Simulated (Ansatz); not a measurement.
# Cl-CC-Cl chair monolayer in a perpendicular field

What dipole does a perpendicular field induce in the Cl-CC-Cl chair monolayer, and does the gap follow? A positive field points along +c.

Method: plane-wave DFT, PBE-D3(BJ), Ansatz PAW, in Ansatz 0.2.0.

**1. The starting structure**

The cell holds 4 atoms: 2 Cl and 2 C. Its edges and angles: a = 2.508 Å, b = 2.508 Å, c = 39.167 Å, α = 90.0°, β = 90.0°, γ = 120.0°. Vacuum lies along c.

**2. Relaxing the slab**

The starting cell is a guess, so the in-plane lattice and the atoms are relaxed first, with the slab cut off from its images along the normal.

Contents of input.yaml:

```yaml
crystal:
  lattice:
    - [2.508, 0.0, 0.0]
    - [-1.254, 2.1719917127, 0.0]
    - [0.0, 0.0, 39.1666666664]
  atoms:
    - { symbol: Cl, position: [0.6666666667, 0.3333333333, 0.4480851064] }
    - { symbol: C, position: [0.6666666667, 0.3333333333, 0.4935319149] }
    - { symbol: C, position: [0.3333333333, 0.6666666667, 0.5064680851] }
    - { symbol: Cl, position: [0.3333333333, 0.6666666667, 0.5519148936] }
  periodic: [true, true, false]
kpoints:
  mp_grid: { grid: [18, 18, 1] }
hamiltonian:
  xc: pbe
  dispersion: d3bj
scf:
  occupations: { method: fermi_dirac, width: 0.05 }
  convergence: { dr2_threshold: 1.0e-09 }
relax:
  f_tol: 0.004
  max_steps: 90
  cell: {}
output:
  write_potential: true
  write_density: true
  volumetric_format: npy
```

Run with:

```bash
ansatz run input.yaml --threads 2 --pin off --max-ram 3072MiB --backend cpu --events-out ev --progress --plain --runs-dir out
```

Numbers of over 12 decimals in the logs are rounded to 6 here.

Output:

```text
Warning: relax.cell: scf.convergence.dr2_threshold = 1e-9 eV is looser than the 2.02151793575e-10 eV advised for a relaxation that steers and ends on the stress (1e-10 eV for each atom of the cell: 4, times the square of relax.cell.stress_2d_tol = 0.05 N/m over 14.1 Å (the atoms' height at the walk's start and 5 Å past either face), 3.555e-2 GPa, over a crystal's default 0.05). What an SCF threshold leaves in a stress goes as its square root, and in the free energy as the threshold itself, and one threshold admits the most on a small cell: [figures from the program's tests cut] Set scf.convergence.dr2_threshold to 2.02151793575e-10 eV or tighter. [rest of the remark cut]
Engine: ansatz 0.2.0, x86_64-unknown-linux-gnu
Pseudopotentials: kind: paw
Pseudopotential: Cl, paw, valence charge 7, recommended cutoff 420 eV (normal), Cl.paw.azcp
Pseudopotential: C, paw, valence charge 4, recommended cutoff 420 eV (normal), C.paw.azcp
Functional definition: PBE
  parameter kappa = 0.804
  parameter beta = 0.066725
  exchange = pbe_x(kappa = kappa, mu = beta*pi^2/3)
  correlation = pbe_c(beta = beta)
Crystal: 4 atoms, lattice volume = 213.355 Å³
Basis set: ecut = 420 eV, 4145 PW (Γ), exchange–correlation on 36×36×540 points (8 copies of the dense FFT grid, shifted against one another)
Bands: 15, of which v1, the nominal top of the filled ones, is band 11 counted from 1 (10 counted from 0)
Symmetry: 12 space group operations
Space group: P-3m1 (ITA 164), of the structure as read, at distance tolerance 6.0e-5 Å
k-points: 37 of 324
Non-local potential: Cl, projectors of the file, l = 0: 2, l = 1: 2, l = 2: 2
Non-local potential: C, projectors of the file, l = 0: 2, l = 1: 2, l = 2: 1
PAW form: soft (Blöchl's): semilocal exchange-correlation on the pseudo side does not see the compensation charge
PAW one-centre angular grid: Cl, 110 points (default); XC on 64 Gauss nodes
PAW one-centre angular grid: C, 110 points (default); XC on 64 Gauss nodes
Initial density: superposition of atomic densities (neutral atoms: chi_scale 0, normalization atom), corrected by the library's trained network
Initial wavefunctions: pseudopotential atomic-orbital guess
Functional: x = pbe(κ = 0.804, μ = 0.219515), c = pbe(β = 0.066725)
SCF iter   1: F=—  HF=-2656.058709 eV  |F-HF|=—  |Δ(HF+E_count)|=         —  Δρ=6.69e-3  dr2=4.20e-1  ethr=1.77e-3  ⟨swp⟩=13.8  Hψ=5961  notcnv=0
preconditioner: auto → LDOS  [insulator: Δε(μ)=0.227 eV  Ē_g=13.287 eV  σ=0.050 eV  W_gap=0.71  n_scr=22 (ndim 8)  ℏωp=11.9 eV  f_vac=0.785  D(μ)=0.47/eV (n_scr^D=6)  ε∞_Penn≈1.8  β→1.0]
SCF iter   2: F=—  HF=-2656.093127 eV  |F-HF|=—  |Δ(HF+E_count)|=   3.44e-2  Δρ=8.19e-3  dr2=5.98e-1  ethr=1.77e-3  ⟨swp⟩=6.2  Hψ=1819  notcnv=0  defer=1
SCF iter   3: F=—  HF=-2655.991077 eV  |F-HF|=—  |Δ(HF+E_count)|=   1.02e-1  Δρ=1.22e-3  dr2=8.65e-3  ethr=1.77e-3  ⟨swp⟩=3.8  Hψ=1289  notcnv=0  defer=1
SCF iter   4: F=—  HF=-2655.990428 eV  |F-HF|=—  |Δ(HF+E_count)|=   6.49e-4  Δρ=1.97e-4  dr2=6.40e-5  ethr=3.93e-5  ⟨swp⟩=4.0  Hψ=1531  notcnv=0  defer=1
SCF iter   5: F=—  HF=-2655.990527 eV  |F-HF|=—  |Δ(HF+E_count)|=   9.91e-5  Δρ=4.86e-5  dr2=8.43e-6  ethr=2.91e-7  ⟨swp⟩=3.5  Hψ=1629  notcnv=0
SCF iter   6: F=—  HF=-2655.990524 eV  |F-HF|=—  |Δ(HF+E_count)|=   3.19e-6  Δρ=5.82e-6  dr2=9.92e-8  ethr=3.83e-8  ⟨swp⟩=3.6  Hψ=1249  notcnv=0
SCF iter   7: F=—  HF=-2655.990489 eV  |F-HF|=—  |Δ(HF+E_count)|=   3.48e-5  Δρ=7.70e-7  dr2=8.70e-10  ethr=4.55e-12  ⟨swp⟩=12.2  Hψ=6300  notcnv=0
SCF iter   8: F=-2655.990489 eV  HF=-2655.990489 eV  |F-HF|=8.82e-11  |Δ(HF+E_count)|=   7.57e-9  Δρ=1.48e-7  dr2=5.93e-11  ethr=3.95e-12  ⟨swp⟩=9.4  Hψ=4697  notcnv=0
SCF 1 converged in 8 iterations: F = -2655.990489 eV  dr2 = 5.93e-11
  greatest PAW one-centre occupation: 0.925 electrons in one spin orbital (limit 2), on the Cl atom at site 3 (counted from 0), in its partial waves of l = 0
relax step   1: F+E_penalty+E_count = -2655.99048942 eV  Δ(F+E_penalty+E_count) = +0.000e0 eV  max|allowed force component| = 2.055e0 eV/Å  Δτ_max = 0.0000 Å  P = +52.779 N/m  Ω = 213.355 Å³  fix = [c, alpha, beta]  reactions: c +0.000 N/m  (8 SCF iters, accepted)
Crystal: 4 atoms, lattice volume = 234.673 Å³
Basis set: ecut = 420 eV, 4709 PW (Γ), exchange–correlation on 36×36×540 points (8 copies of the dense FFT grid, shifted against one another)
Initial density: handed on by an earlier stage of this run
Initial wavefunctions: those handed on with the density
iter 1 solved again at ethr=2.11e-3 eV; its pass at ethr=3.10e-3 eV (dr2=4.64e-1 eV) is discarded
SCF iter   1: F=—  HF=-2657.485247 eV  |F-HF|=—  |Δ(HF+E_count)|=         —  Δρ=9.07e-3  dr2=4.68e-1  ethr=2.11e-3  ⟨swp⟩=1.1  Hψ=5756  notcnv=0
preconditioner: auto → LDOS  [insulator: Δε(μ)=0.181 eV  Ē_g=13.114 eV  σ=0.050 eV  W_gap=0.52  n_scr=22 (ndim 8)  ℏωp=11.4 eV  f_vac=0.792  D(μ)=0.70/eV (n_scr^D=8)  ε∞_Penn≈1.8  β→1.0]
SCF iter   2: F=—  HF=-2657.380715 eV  |F-HF|=—  |Δ(HF+E_count)|=   1.05e-1  Δρ=3.12e-3  dr2=3.41e-2  ethr=2.11e-3  ⟨swp⟩=4.5  Hψ=1396  notcnv=0
SCF iter   3: F=—  HF=-2657.378127 eV  |F-HF|=—  |Δ(HF+E_count)|=   2.59e-3  Δρ=1.12e-3  dr2=7.77e-3  ethr=1.55e-4  ⟨swp⟩=3.5  Hψ=1659  notcnv=0
SCF iter   4: F=—  HF=-2657.376579 eV  |F-HF|=—  |Δ(HF+E_count)|=   1.55e-3  Δρ=1.78e-4  dr2=4.02e-5  ethr=3.53e-5  ⟨swp⟩=3.0  Hψ=1007  notcnv=0
SCF iter   5: F=—  HF=-2657.376609 eV  |F-HF|=—  |Δ(HF+E_count)|=   2.99e-5  Δρ=4.22e-5  dr2=7.55e-6  ethr=1.83e-7  ⟨swp⟩=3.4  Hψ=1497  notcnv=0
SCF iter   6: F=—  HF=-2657.376609 eV  |F-HF|=—  |Δ(HF+E_count)|=   2.56e-7  Δρ=7.07e-6  dr2=4.41e-7  ethr=3.43e-8  ⟨swp⟩=3.0  Hψ=1115  notcnv=0
SCF iter   7: F=—  HF=-2657.376574 eV  |F-HF|=—  |Δ(HF+E_count)|=   3.52e-5  Δρ=1.07e-6  dr2=1.44e-8  ethr=2.00e-9  ⟨swp⟩=2.7  Hψ=1073  notcnv=0
SCF iter   8: F=-2657.376574 eV  HF=-2657.376574 eV  |F-HF|=4.92e-10  |Δ(HF+E_count)|=   4.46e-9  Δρ=2.34e-7  dr2=2.05e-10  ethr=4.55e-12  ⟨swp⟩=13.2  Hψ=5223  notcnv=0
SCF 2 converged in 8 iterations: F = -2657.376574 eV  dr2 = 2.05e-10
  greatest PAW one-centre occupation: 0.921 electrons in one spin orbital (limit 2), on the Cl atom at site 3 (counted from 0), in its partial waves of l = 0
relax step   2: F+E_penalty+E_count = -2657.37657363 eV  Δ(F+E_penalty+E_count) = -1.386e0 eV  max|allowed force component| = 7.464e-1 eV/Å  Δτ_max = 0.0414 Å  P = +29.446 N/m  Ω = 234.673 Å³  energy of the carried Pulay correction = -7.251e-3 eV  fix = [c, alpha, beta]  reactions: c +0.000 N/m  (8 SCF iters, accepted)
Crystal: 4 atoms, lattice volume = 256.984 Å³
[...]
relax step   6: F+E_penalty+E_count = -2658.42125008 eV  Δ(F+E_penalty+E_count) = -9.700e-3 eV  max|allowed force component| = 9.157e-2 eV/Å  Δτ_max = 0.0191 Å  P = -0.188 N/m  Ω = 280.534 Å³  energy of the carried Pulay correction = -2.074e-2 eV  fix = [c, alpha, beta]  reactions: c -0.000 N/m  (8 SCF iters, accepted)
relax step   7: F+E_penalty+E_count = -2658.42122752 eV  Δ(F+E_penalty+E_count) = +2.255e-5 eV  max|allowed force component| = 9.321e-2 eV/Å  Δτ_max = 0.0081 Å  P = +0.147 N/m  Ω = 279.932 Å³  energy of the carried Pulay correction = -2.058e-2 eV  fix = [c, alpha, beta]  (7 SCF iters, rejected (line search))
relax step   8: F+E_penalty+E_count = -2658.42178104 eV  Δ(F+E_penalty+E_count) = -5.310e-4 eV  max|allowed force component| = 5.819e-4 eV/Å  Δτ_max = 0.0038 Å  P = -0.010 N/m  Ω = 280.153 Å³  energy of the carried Pulay correction = -2.064e-2 eV  fix = [c, alpha, beta]  reactions: c -0.000 N/m  (6 SCF iters, accepted)
relax step   9: F+E_penalty+E_count = -2658.52055690 eV  Δ(F+E_penalty+E_count) = -9.878e-2 eV  max|allowed force component| = 2.387e-2 eV/Å  Δτ_max = 0.0000 Å  P = +1.722 N/m  Ω = 280.153 Å³  fix = [c, alpha, beta]  reactions: c +0.000 N/m  stress off target by 1.72e0 N/m on what of the cell is left free  SCF on the basis re-selected at this cell (its energy is not comparable with the rows above)  (7 SCF iters)
relax step  10: F+E_penalty+E_count = -2658.52514144 eV  Δ(F+E_penalty+E_count) = -4.585e-3 eV  max|allowed force component| = 3.551e-3 eV/Å  Δτ_max = 0.0016 Å  P = +0.195 N/m  Ω = 283.794 Å³  energy of the carried Pulay correction = -9.465e-4 eV  fix = [c, alpha, beta]  reactions: c +0.000 N/m  (7 SCF iters, accepted)
relax step  11: F+E_penalty+E_count = -2658.52507036 eV  Δ(F+E_penalty+E_count) = +7.108e-5 eV  max|allowed force component| = 1.587e-5 eV/Å  Δτ_max = 0.0002 Å  P = -0.017 N/m  Ω = 284.332 Å³  energy of the carried Pulay correction = -1.095e-3 eV  fix = [c, alpha, beta]  reactions: c -0.000 N/m  (6 SCF iters, accepted)
iter 1 solved again at ethr=1.31e-6 eV; its pass at ethr=3.10e-3 eV (dr2=2.88e-4 eV) is discarded
SCF iter   1: F=—  HF=-2658.526062 eV  |F-HF|=—  |Δ(HF+E_count)|=         —  Δρ=2.56e-5  dr2=2.55e-7  ethr=1.31e-6  ⟨swp⟩=4.6  Hψ=7133  notcnv=0
eigensolver tolerance schedule: the retry pair's looser diagonalisation over-reported the residual by 1131.50 of it (diagonalisation noise at 0.92 of the residual, at the tolerance the schedule requests for it); recorded, not acted on — ethr = c·dr2/N_el stays at c = 1.0e-1
preconditioner: auto → Resta (q_TF=auto, 1.781 Å⁻¹)  ε∞=1.7  [insulator: Δε(μ)=1.508 eV  Ē_g=12.289 eV  σ=0.050 eV  W_gap=1.00  n_scr=22 (ndim 8)  ℏωp=10.3 eV  f_vac=0.801  D(μ)=0.00/eV (n_scr^D=0)  ε∞_Penn≈1.7  vacuum switching on, ρ_ref=1.1e-2 e/Å³]
SCF iter   2: F=—  HF=-2658.526114 eV  |F-HF|=—  |Δ(HF+E_count)|=   5.14e-5  Δρ=1.28e-5  dr2=6.35e-8  ethr=1.16e-9  ⟨swp⟩=4.3  Hψ=1655  notcnv=0
SCF iter   3: F=—  HF=-2658.526133 eV  |F-HF|=—  |Δ(HF+E_count)|=   1.95e-5  Δρ=3.27e-6  dr2=5.08e-8  ethr=2.89e-10  ⟨swp⟩=2.8  Hψ=1166  notcnv=0
SCF iter   4: F=—  HF=-2658.526135 eV  |F-HF|=—  |Δ(HF+E_count)|=   1.72e-6  Δρ=7.95e-7  dr2=1.33e-9  ethr=2.31e-10  ⟨swp⟩=2.4  Hψ=804  notcnv=0
iter 5 met the thresholds in force, and the SCF goes on: an eigenvalue changes by 4.21 meV, over its tolerance of 1.00 meV (output.eigenvalues, Limitations)
SCF iter   5: F=-2658.526135 eV  HF=-2658.526135 eV  |F-HF|=2.59e-8  |Δ(HF+E_count)|=   1.33e-7  Δρ=2.73e-7  dr2=5.79e-11  ethr=4.55e-12  ⟨swp⟩=15.8  Hψ=5131  notcnv=0
SCF iter   6: F=-2658.526135 eV  HF=-2658.526135 eV  |F-HF|=2.57e-10  |Δ(HF+E_count)|=   2.56e-8  Δρ=5.73e-8  dr2=2.80e-12  ethr=1.00e-12  ⟨swp⟩=7.5  Hψ=3552  notcnv=0
SCF 12 converged in 6 iterations: F = -2658.526135 eV  dr2 = 2.80e-12
relax step  12: F+E_penalty+E_count = -2658.52613502 eV  Δ(F+E_penalty+E_count) = -1.065e-3 eV  max|allowed force component| = 3.337e-4 eV/Å  Δτ_max = 0.0000 Å  P = -0.014 N/m  Ω = 284.332 Å³  fix = [c, alpha, beta]  reactions: c -0.000 N/m  stress off target by 1.40e-2 N/m on what of the cell is left free  SCF on the basis re-selected at this cell (its energy is not comparable with the rows above)  (6 SCF iters)
basis re-selected at this cell: Δ(F+E_penalty+E_count) = -1.065e-3 eV, ΔP = +0.003 N/m vs the last step (what re-selecting the basis moved, of the pressure what is left beyond the Pulay correction that the steps carried, after the strain that the cell walked since its last selection, with what the two solves' SCF thresholds leave and, on support functions, any second-order correction that the steps lacked; it is no m [...]
WARN: The output density's exchange-correlation potential varies sharply where the density is thin. Do not read a vacuum level from v_tot or v_xc, or from such a field of the output density. On a cell that repeats whose density bears no net charge and no dipole along the vacuum's axis use v_es (v_loc + v_h of the components); under efield.dipole_correction with no amplitude use v_es + v_field, which holds any externa [...]
SCF converged after 6 iterations
an eigenvalue changed by more than its tolerance at an iteration that met the thresholds in force, so the SCF went on 1 time: the last check found none over its tolerance
Free energy (F): -2658.526135 eV
Harris-Foulkes:  -2658.526135 eV  (|F-HF|=2.57e-10)
Internal energy: -2658.526135 eV  (E = F + TS)
E sigma→0 (E₀):  -2658.526135 eV
Fermi energy:    -3.074569 eV
--- Per-component energies (eV) ---
  E_band       = -271.030548
  E_kinetic    = 496.495635
  E_local      = -47960.868257  (includes V_loc(G=0)·N_el)
  E_nonlocal   = 109.431735
  E_hartree    = 23724.998178
  E_xc         = -308.675035
  E_vxc        = -361.165382  (∫ρ·V_xc dr)
  E_paw        = -1515.373522  (= ΣΔE_a)
  E_vpaw       = -4.920779  (= ΣTr[D̂ρ^β])
  E_aug_tail   = 0.000187  (compensation charges beyond the density's cutoff)
  E_ewald      = 22796.112485
  E_disp       = -0.647543  (pairwise vdW)
  E_smearing   = -0.000000  (= −TS)
  E_closure    = 0.000000  (closes the sum)
  Σ components = -2658.526135   (vs F -2658.526135, Δ=0.00e0)
--- Forces (eV/Å), atoms counted from 1 ---
  atom   1  Cl     0.00000000    -0.00000000     0.00010524
  atom   2  C      0.00000000     0.00000000     0.00033365
  atom   3  C      0.00000000    -0.00000000    -0.00033365
  atom   4  Cl     0.00000000     0.00000000    -0.00010524
  max |Σ_I F_I| component: 7.86e-17 eV/Å
--- 2D stress c σ (N/m, compression-positive) ---
       -0.014038      -0.000000       0.000000
       -0.000000      -0.014038      -0.000000
        0.000000      -0.000000      -0.000000
  P = ½ c Tr σ = -0.0140 N/m
--- Band table (eV; the first three rows and the last of 37) ---
  k-point 0: bands = [... 7 lower, -5.1174, -5.1174, -3.8543, -3.8543, -2.3460, -2.0533, -0.9198, -0.1076]
  k-point 1: bands = [... 7 lower, -5.3233, -5.1474, -4.0852, -3.9007, -2.2295, -1.8862, -0.8736, -0.1013]
  k-point 2: bands = [... 7 lower, -5.8646, -5.2407, -4.6981, -4.0315, -2.0331, -1.4982, -0.7703, 0.0654]
  k-point 36: bands = [... 7 lower, -9.3533, -8.2574, -8.2574, -7.9762, 0.2091, 0.2091, 1.3119, 2.5879]
  the weakly bound empty levels are not read free of the cell's end (no_gap_told)
--- Relaxed structure (10 steps of the walk, 9 accepted, 2 SCFs on fresh bases) ---
  F+E_penalty+E_count = -2658.52613502 eV   max|allowed force component| = 3.337e-4 eV/Å   (the final SCF, on the basis selected at the relaxed cell)
  cell:  # Å, volume = 284.3317 Å³
    - [2.895270, 0, 0]
    - [-1.447635, 2.507377, 0]
    - [0, 0, 39.1666666664]
  atoms:
    - { symbol: Cl, position: [0.666667, 0.333333, 0.448854] }
    - { symbol: C, position: [0.666667, 0.333333, 0.493542] }
    - { symbol: C, position: [0.333333, 0.666667, 0.506458] }
    - { symbol: Cl, position: [0.333333, 0.666667, 0.551146] }
```

Run time: 44 s. Hardware: 2 threads of Intel Xeon Platinum 8488C (Sapphire Rapids), shared host; peak memory 0.62 GiB; 83 s of CPU time.

Relaxation path:

| step | energy less that of the first step (eV) | largest force component (eV/Å) | volume (Å³) |
| --- | --- | --- | --- |
| 1 | 0.0000 | 2.0552 | 213.35 |
| 2 | -1.3861 | 0.7464 | 234.67 |
| 3 | -2.1345 | 0.9645 | 256.98 |
| 4 | -2.4008 | 1.0724 | 280.66 |
| 5 | -2.4211 | 0.4626 | 281.10 |
| 6 | -2.4308 | 0.0916 | 280.53 |
| 7 | -2.4307 | 0.0932 | 279.93 |
| 8 | -2.4313 | 0.0006 | 280.15 |
| 9* | -2.5301 | 0.0239 | 280.15 |
| 10 | -2.5347 | 0.0036 | 283.79 |
| 11 | -2.5346 | 0.0000 | 284.33 |
| 12* | -2.5356 | 0.0003 | 284.33 |

Relaxation steps marked * repeat the geometry before them on a plane-wave basis chosen anew for their cell, so energy and pressure can jump there. Relaxation step 7 was tried and not accepted.

The run keeps the 12 symmetry operations that it works with, so distortions that break them were not tested.

| cell as run | before | after | change |
| --- | --- | --- | --- |
| a (Å) | 2.508 | 2.895 | +15.4 % |
| b (Å) | 2.508 | 2.895 | +15.4 % |

The atoms that moved most (Å, along periodic axes as changes of fractional coordinates times the final cell, across vacuum about the mean position):

| atom | dx | dy | dz | length |
| --- | --- | --- | --- | --- |
| Cl1 | 0.000 | 0.000 | 0.030 | 0.030 |
| Cl4 | 0.000 | 0.000 | -0.030 | 0.030 |

The relaxed structure:

```cif
data_structure
_symmetry_space_group_name_H-M 'P 1'
_symmetry_Int_Tables_number 1
_cell_length_a 2.8953
_cell_length_b 2.8953
_cell_length_c 39.1667
_cell_angle_alpha 90.000
_cell_angle_beta 90.000
_cell_angle_gamma 120.000
_cell_volume 284.33
loop_
_atom_site_label
_atom_site_type_symbol
_atom_site_fract_x
_atom_site_fract_y
_atom_site_fract_z
_atom_site_occupancy
Cl1 Cl 0.66667 0.33333 0.44885 1
C2 C 0.66667 0.33333 0.49354 1
C3 C 0.33333 0.66667 0.50646 1
Cl4 Cl 0.33333 0.66667 0.55115 1
```

The lattice constant a goes from 2.508 to 2.895 Å.

(Part 1 of 2 ends here.)

[Logs are printed without paths, hosts, clocks, repeated set-up lines and the standing remarks that a program may print on its own settings, such as how far it seeks lower states.]

[Hosts, paths, dates, database ids (printed as entryN), source tags and the programs' standing remarks are cut or masked in the printed files.]

[Maps of the electrostatic potential energy from Ansatz leave out the sawtooth potential of an applied field or a dipole correction, so their vacuum need not be flat; planar profiles and work functions include it.]
